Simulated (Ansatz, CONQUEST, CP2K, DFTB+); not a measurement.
# CP2K runs on phosphorene, 4 layers, S on P sites (96 atoms)

Aim: run phosphorene, 4 layers, S on P sites (96 atoms) in CP2K and see how near its forces come to a plane-wave reference, and at what cost.

Method: the method is named at each step, in CP2K 2026.2.

**1. The starting structure**

The cell holds 96 atoms: 75 P and 21 S. Its edges and angles: a = 10.340 Å, b = 9.102 Å, c = 34.578 Å, α = 90.0°, β = 90.0°, γ = 90.0°. It derives from P (phosphorene). 4 layers of phosphorene (a = 3.314 Å), 3 x 2 cells, biaxial strain +4 %, every second layer slid by 0.500 of a1; facing planes 3.43, 3.33, 3.29 Å apart; 16 Å of vacuum; 21 of 96 P replaced by S at random; displaced by a Gaussian of 0.04 Å. Then every atom was moved at random, 0.02 Å r.m.s. a Cartesian component. Regions: layer 1, 24 atoms (13 P and 11 S); layer 2, 24 atoms (21 P and 3 S); layer 3, 24 atoms (21 P and 3 S); layer 4, 24 atoms (20 P and 4 S). Vacuum lies along c.

The yardstick, on the same geometry:

| Quantity | Value |
| --- | --- |
| method | Kohn-Sham DFT, PBE, PAW, plane waves (Ansatz 0.2.0); cutoff 420 eV, Γ point, fermi-dirac smearing of 0.05 eV; PAW set soft_2 |
| r.m.s. force component | 0.666 eV/Å |
| longest force | 3.039 eV/Å |
| SCF cycles | 14 |
| time | 26 s on 4 threads of Intel Xeon Platinum 8488C (Sapphire Rapids), shared host |
| CPU time | 99 s |

**2. PBE, DZVP-UZH, 350/50 Ry, diagonalisation**

Method: Kohn-Sham DFT, PBE, GTH-PBE pseudopotentials, Gaussian and plane waves, DZVP-MOLOPT (UZH set), diagonalisation.

The input, input.inp:

```
&GLOBAL
  PROJECT cell
  RUN_TYPE ENERGY_FORCE
  PRINT_LEVEL LOW
&END GLOBAL
&FORCE_EVAL
  METHOD QS
  &DFT
    BASIS_SET_FILE_NAME BASIS_MOLOPT_UZH
    POTENTIAL_FILE_NAME POTENTIAL_UZH
    &MGRID
      CUTOFF 350
      REL_CUTOFF 50
    &END MGRID
    &QS
      EPS_DEFAULT 1.0E-12
    &END QS
    &SCF
      SCF_GUESS ATOMIC
      EPS_SCF 1.0E-06
      MAX_SCF 200
      ADDED_MOS 49
      &DIAGONALIZATION
        ALGORITHM STANDARD
      &END DIAGONALIZATION
      &SMEAR ON
        METHOD FERMI_DIRAC
        ELECTRONIC_TEMPERATURE [K] 580
      &END SMEAR
      &MIXING
        METHOD BROYDEN_MIXING
        ALPHA 0.15
        NBROYDEN 8
      &END MIXING
      &PRINT
        &RESTART OFF
        &END RESTART
      &END PRINT
    &END SCF
    &XC
      &XC_FUNCTIONAL PBE
      &END XC_FUNCTIONAL
    &END XC
    &PRINT
      &MULLIKEN ON
      &END MULLIKEN
      &HIRSHFELD ON
        SHAPE_FUNCTION DENSITY
      &END HIRSHFELD
      &MO ON
        EIGENVALUES T
        OCCUPATION_NUMBERS T
        MO_INDEX_RANGE 240 263
        &EACH
          QS_SCF 0
        &END EACH
        ADD_LAST NUMERIC
      &END MO
    &END PRINT
  &END DFT
  &SUBSYS
    &CELL
      A 10.33970 0.00000 0.00000
      B 0.00000 9.10210 0.00000
      C 0.00000 0.00000 34.57800
    &END CELL
    &COORD
      P 10.24974 0.38957 10.08087
      S 10.31861 8.78644 7.98613
      P 1.75547 1.95276 10.09574
      P 1.72652 2.69395 7.92044
      P 0.00920 4.79298 10.16178
      S 10.31375 4.15074 7.92147
      P 1.74348 6.43710 10.10957
      S 1.68237 7.13577 8.05425
      S 3.57247 0.35016 10.16455
      S 3.51901 8.72882 8.08503
      P 5.15868 1.86102 10.12478
      P 5.11298 2.57562 7.98510
      P 3.40993 4.90649 10.19532
      S 3.47765 4.21300 8.00723
      P 5.24667 6.41216 10.09505
      P 5.21297 7.15389 7.96850
      S 6.91126 0.41870 10.17458
      P 6.86484 8.74575 8.01829
      S 8.59798 1.92400 10.08709
      P 8.57409 2.71051 7.99789
      S 6.91323 4.96365 10.14657
      S 6.94797 4.09786 7.98613
      P 8.63799 6.41835 10.08571
      S 8.65123 7.18747 8.01587
      P 1.71432 0.34397 15.69565
      P 1.68310 8.76186 13.61647
      P 3.43733 1.91900 15.70049
      P 3.44963 2.65526 13.55665
      P 1.70522 4.93643 15.62960
      P 1.76313 4.13390 13.51965
      P 3.48251 6.49025 15.72677
      P 3.37240 7.16308 13.62408
      P 5.19074 0.37228 15.68596
      S 5.11040 8.73501 13.60126
      S 6.93959 1.91863 15.59848
      P 6.84219 2.65008 13.61855
      S 5.08020 4.88073 15.72780
      P 5.14276 4.22793 13.48231
      P 6.92491 6.49854 15.60505
      P 6.89441 7.19421 13.57567
      P 8.59798 0.32513 15.69357
      P 8.62920 8.75476 13.55596
      P 0.05956 1.91681 15.69737
      P 0.02202 2.49161 13.52138
      P 8.72495 4.91268 15.69807
      P 8.61659 4.15829 13.62408
      P 0.05191 6.49935 15.75443
      P 10.26908 7.20131 13.58224
      P 0.05790 0.37437 21.12370
      P 0.03185 8.74803 19.07876
      P 1.71174 1.95559 21.09396
      P 1.74420 2.55960 19.04280
      P 0.02657 4.92114 21.15517
      S 10.32512 4.16039 19.00995
      P 1.70388 6.49071 21.13961
      P 1.78205 7.20340 19.09086
[... 36 atom lines left out ...]
      P 8.67666 4.84359 26.52029
      P 8.62548 4.14755 24.43039
      P 0.07269 6.54159 26.57354
      P 0.00093 7.11739 24.41034
    &END COORD
    &KIND P
      BASIS_SET DZVP-MOLOPT-PBE-GTH-q5
      POTENTIAL GTH-PBE-q5
    &END KIND
    &KIND S
      BASIS_SET DZVP-MOLOPT-PBE-GTH-q6
      POTENTIAL GTH-PBE-q6
    &END KIND
  &END SUBSYS
  &PRINT
    &FORCES ON
    &END FORCES
  &END PRINT
&END FORCE_EVAL
```

Launch:

```console
$ OMP_NUM_THREADS=1 mpirun -np 4 cp2k.psmp -i input.inp > output.txt
```

Numbers of over 12 decimals in the logs are rounded to 6 here.

What it wrote:

```text
CP2K| version string:                                       CP2K version 2026.2
 CP2K| Input file name                                                 input.inp
 GLOBAL| Basis set file name                                    BASIS_MOLOPT_UZH
 GLOBAL| Potential file name                                       POTENTIAL_UZH
 GLOBAL| Run type                                                   ENERGY_FORCE
 GLOBAL| Total number of message passing processes                             4
 GLOBAL| Number of threads for this process                                    1
 TOTAL NUMBERS AND MAXIMUM NUMBERS
  Total number of            - Atomic kinds:                                   2
                             - Atoms:                                         96
                             - Shell sets:                                    96
                             - Shells:                                       480
                             - Primitive Cartesian functions:                384
                             - Cartesian basis functions:                   1344
                             - Spherical basis functions:                   1248
  Maximum angular momentum of- Orbital basis functions:                        2
                             - Local part of the GTH pseudopotential:          0
                             - Non-local part of the GTH pseudopotential:      2
 SCF PARAMETERS         Density guess:                                    ATOMIC
                        max_scf:                                             200
                        eps_scf:                                        1.00E-06
                        added MOs                                        49    0
                        Mixing method:                            BROYDEN_MIXING
                                                charge density mixing in g-space
                        Smear method:                                FERMI_DIRAC
                        Electronic temperature [K]:                        580.0
                        Electronic temperature [a.u.]:                  1.84E-03
                        Accuracy threshold:                             1.00E-10
 Extrapolation method: initial_guess
 Number of electrons:                                                        501
 Number of occupied orbitals:                                                251
 Number of molecular orbitals:                                               300
 Number of orbital functions:                                               1248
 Number of independent orbital functions:                                   1248
 SCF WAVEFUNCTION OPTIMIZATION
  Step     Update method      Time    Convergence         Total energy    Change
     1 NoMix/Diag. 0.15E+00    2.1     0.61531652      -713.2493515929 -7.13E+02
     2 Broy./Diag. 0.15E+00    3.1     0.15812426      -704.8079219943  8.44E+00
     3 Broy./Diag. 0.15E+00    3.2     0.19939350      -705.9906972324 -1.18E+00
     4 Broy./Diag. 0.15E+00    3.1     0.25080882      -706.3308386975 -3.40E-01
[...]
32 Broy./Diag. 0.15E+00    3.3     0.00000143      -707.4700349981  2.94E-05
    33 Broy./Diag. 0.15E+00    3.3     0.00000086      -707.4700078587  2.71E-05
  *** SCF run converged in    33 steps ***
  Electronic density on regular grids:       -500.9999999999        0.0000000001
  Core density on regular grids:              500.9999999993       -0.0000000007
  Total charge density on r-space grids:       -0.0000000007
  Total charge density g-space grids:          -0.0000000007
  Overlap energy of the core charge distribution:               2.94662e-09
  Self energy of the core charge distribution:              -1737.333815
  Core Hamiltonian energy:                                    377.493132
  Hartree energy:                                             823.741548
  Exchange-correlation energy:                               -171.358635
  Electronic entropic energy:                                  -0.012237
  Fermi energy:                                                 0.058280
  Total energy:                                              -707.470008
  Total energy (extrapolated to T->0):                       -707.463889
 MO| EIGENVALUES AND OCCUPATION NUMBERS
 MO|
 MO|  Index      Eigenvalue [a.u.]        Eigenvalue [eV]             Occupation
 MO|    240               0.029128               0.792624               2.000000
 MO|    241               0.037864               1.030339               1.999970
 MO|    242               0.039567               1.076679               1.999925
[...]
MO|    262               0.080384               2.187368               0.000012
 MO|    263               0.081751               2.224568               0.000006
 MO| Sum:                                                             501.000000
 MO| E(Fermi):            0.058280 a.u.          1.585871 eV
 !-----------------------------------------------------------------------------!
                     Mulliken Population Analysis
 #  Atom  Element  Kind  Atomic population                           Net charge
       1     P        1          4.855882                              0.144118
       2     S        2          6.111812                             -0.111812
       3     P        1          5.000701                             -0.000701
[...]
95     P        1          4.982080                              0.017920
      96     P        1          5.015750                             -0.015750
 # Total charge                            501.000000                  0.000000
 !-----------------------------------------------------------------------------!
 !-----------------------------------------------------------------------------!
                           Hirshfeld Charges
  #Atom  Element  Kind  Ref Charge     Population                    Net charge
      1       P      1       5.000          4.950                         0.050
      2       S      2       6.000          6.029                        -0.029
      3       P      1       5.000          5.015                        -0.015
[...]
95       P      1       5.000          5.011                        -0.011
     96       P      1       5.000          5.006                        -0.006
  Total Charge                                                           -0.000
 !-----------------------------------------------------------------------------!
 ENERGY| Total FORCE_EVAL ( QS ) energy [hartree]           -707.469966
 FORCES| Atomic forces [hartree/bohr]
 FORCES|   Atom     x               y               z               |f|
 FORCES|      1  5.06987353E-03  1.21018432E-02 -3.08092243E-03   1.34777709E-02
 FORCES|      2  4.88723990E-03  4.59313080E-02  2.26504772E-03   4.62460875E-02
 FORCES|      3 -2.14417803E-02 -1.27616141E-03  3.06679677E-03   2.16975522E-02
[...]
FORCES|     95 -1.81524335E-02 -1.12463640E-02 -6.78363157E-03   2.24055619E-02
 FORCES|     96 -6.47299325E-03  9.78188630E-03  6.42016728E-03   1.33717422E-02
 FORCES| Sum     5.32298152E-07  1.45553212E-06 -9.83020564E-07
 FORCES| Total atomic force                                       1.83527777E-06
```

Run time: 1.9 min. Hardware: 4 MPI ranks of Intel Xeon Platinum 8488C (Sapphire Rapids), shared host; peak memory 4.7 GiB; 7.6 min of CPU time.

Banners, paths, timers and routine set-up lines are dropped from the logs unmarked, and long logs keep their key lines alone; longer cuts are marked.

Numbers from this run, and their distance from the reference:

| Quantity | Value |
| --- | --- |
| r.m.s. force component | 0.6735 eV/Å |
| r.m.s. difference of force components | 87.03 meV/Å |
| longest difference of force vectors | 244.6 meV/Å |
| force difference over r.m.s. force | 13.07 % |
| slope of forces against the reference's | 1.003 |
| correlation of force components | 0.9916 |

Length of the force difference by element (eV/Å):

```csv
element,atoms,mean,most
P,75,0.14,0.23
S,21,0.17,0.24
```

Local excerpt of 12 atoms (numbers count through the whole input) about S8, whose charge lies farthest from its element's mean; x, y, z are measured from there.

```csv
atom,x,y,z,distance (Å),bonds,Hirshfeld charge (e),Fx,Fy,Fz (eV/Å)
S8,0.00,0.00,0.00,0.00,3,-0.08,-0.60,-2.16,-0.15
P7,0.06,-0.70,2.06,2.17,3,0.00,-0.63,-0.42,-0.03
S2,-1.70,1.65,-0.07,2.37,3,-0.03,0.25,2.36,0.12
S10,1.84,1.59,0.03,2.43,3,0.00,2.32,-0.25,-0.98
S24,-3.37,0.05,-0.04,3.37,3,-0.01,-1.30,-0.55,-0.08
S14,1.80,-2.92,-0.05,3.43,3,-0.01,0.01,-0.14,0.19
S6,-1.71,-2.99,-0.13,3.44,3,-0.01,0.14,0.44,0.51
P16,3.53,0.02,-0.09,3.53,3,-0.01,-0.04,1.06,-0.62
P13,1.73,-2.23,2.14,3.54,3,0.01,0.74,-0.08,0.05
P5,-1.67,-2.34,2.11,3.57,3,0.03,0.19,0.49,-0.22
P1,-1.77,2.36,2.03,3.58,3,0.05,0.26,0.62,-0.16
S9,1.89,2.32,2.11,3.66,3,0.03,0.77,0.74,0.73
```

Forces lie 13 % from the reference's, at 4.6 times its CPU time.

**3. PBE, DZVP-UZH, 350/30 Ry, diagonalisation**

Method: Kohn-Sham DFT, PBE, GTH-PBE pseudopotentials, Gaussian and plane waves, DZVP-MOLOPT (UZH set), diagonalisation.

input.inp: that of step 2 with these lines changed.

```diff
@@ -12,3 +12,3 @@
       CUTOFF 350
-      REL_CUTOFF 50
+      REL_CUTOFF 30
     &END MGRID
@@ -66,5 +66,6 @@
     &END CELL
-    &COORD
-[... 96 atom lines left out: the same atoms as in the first run ...]
-    &END COORD
+    &TOPOLOGY
+      COORD_FILE_NAME structure.xyz
+      COORD_FILE_FORMAT XYZ
+    &END TOPOLOGY
     &KIND P
```

The input, structure.xyz:

```xyz
96

P 10.24974 0.38957 10.08087
S 10.31861 8.78644 7.98613
P 1.75547 1.95276 10.09574
P 1.72652 2.69395 7.92044
P 0.00920 4.79298 10.16178
S 10.31375 4.15074 7.92147
P 1.74348 6.43710 10.10957
S 1.68237 7.13577 8.05425
S 3.57247 0.35016 10.16455
S 3.51901 8.72882 8.08503
P 5.15868 1.86102 10.12478
P 5.11298 2.57562 7.98510
P 3.40993 4.90649 10.19532
S 3.47765 4.21300 8.00723
P 5.24667 6.41216 10.09505
P 5.21297 7.15389 7.96850
S 6.91126 0.41870 10.17458
P 6.86484 8.74575 8.01829
S 8.59798 1.92400 10.08709
P 8.57409 2.71051 7.99789
[... 72 atom lines left out ...]
P 8.67666 4.84359 26.52029
P 8.62548 4.14755 24.43039
P 0.07269 6.54159 26.57354
P 0.00093 7.11739 24.41034
```

What it wrote:

```text
CP2K| version string:                                       CP2K version 2026.2
 CP2K| Input file name                                                 input.inp
 GLOBAL| Basis set file name                                    BASIS_MOLOPT_UZH
 GLOBAL| Potential file name                                       POTENTIAL_UZH
 GLOBAL| Run type                                                   ENERGY_FORCE
 GLOBAL| Total number of message passing processes                             4
 GLOBAL| Number of threads for this process                                    1
[... lines left out ...]
                        Smear method:                                FERMI_DIRAC
[... lines left out ...]
 Number of electrons:                                                        501
[... lines left out ...]
  Step     Update method      Time    Convergence         Total energy    Change
[... lines left out ...]
  *** SCF run converged in    33 steps ***
[... lines left out ...]
  Fermi energy:                                                 0.058279
  Total energy:                                              -707.470173
  Total energy (extrapolated to T->0):                       -707.464054
[... lines left out ...]
 MO| E(Fermi):            0.058279 a.u.          1.585862 eV
[... lines left out ...]
                           Hirshfeld Charges
  #Atom  Element  Kind  Ref Charge     Population                    Net charge
      1       P      1       5.000          4.950                         0.050
      2       S      2       6.000          6.029                        -0.029
      3       P      1       5.000          5.015                        -0.015
[...]
95       P      1       5.000          5.011                        -0.011
     96       P      1       5.000          5.006                        -0.006
  Total Charge                                                           -0.000
 !-----------------------------------------------------------------------------!
 ENERGY| Total FORCE_EVAL ( QS ) energy [hartree]           -707.470130
 FORCES| Atomic forces [hartree/bohr]
 FORCES|   Atom     x               y               z               |f|
 FORCES|      1  5.06793811E-03  1.20941343E-02 -3.07613945E-03   1.34690280E-02
 FORCES|      2  4.88804786E-03  4.59334254E-02  2.27198093E-03   4.62486159E-02
 FORCES|      3 -2.14460609E-02 -1.27451267E-03  3.06477827E-03   2.17014003E-02
[...]
FORCES|     95 -1.81486976E-02 -1.12456054E-02 -6.79313887E-03   2.24050352E-02
 FORCES|     96 -6.47346974E-03  9.78143161E-03  6.42712051E-03   1.33749801E-02
 FORCES| Sum    -1.04987592E-05  3.94751579E-06 -8.84551808E-06
 FORCES| Total atomic force                                       1.42846076E-05
```

Elapsed: 1.7 min, on 4 MPI ranks; peak memory 4.7 GiB; 6.7 min of CPU time.

Compared with the plane-wave run:

- r.m.s. force component: 0.6735 eV/Å
- r.m.s. difference of force components: 87 meV/Å
- longest difference of force vectors: 244.5 meV/Å
- force difference over r.m.s. force: 13.06 %
- slope of forces against the reference's: 1.003
- correlation of force components: 0.9916
- energy less the same-level run's: -0.0466 meV/atom
- r.m.s. force difference from the same-level run: 0.211 meV/Å

This is a coarse setting, run to see what it loses.

Against the first run (13 %), the force difference from the reference is 13 %, at 0.88 times the CPU time: the change moves forces by 0.21 meV/Å r.m.s., so most of the difference comes from elsewhere.

(Continued in part 2 of 2.)

[Also dropped from logs without a mark: logging warnings of Python, and SIESTA's first energy breakdown and zero terms.]

[Logs are printed without paths, hosts, clocks, repeated set-up lines and the standing remarks that a program may print on its own settings, such as how far it seeks lower states.]

[Hosts, paths, dates, database ids (printed as entryN), source tags and the programs' standing remarks are cut or masked in the printed files.]
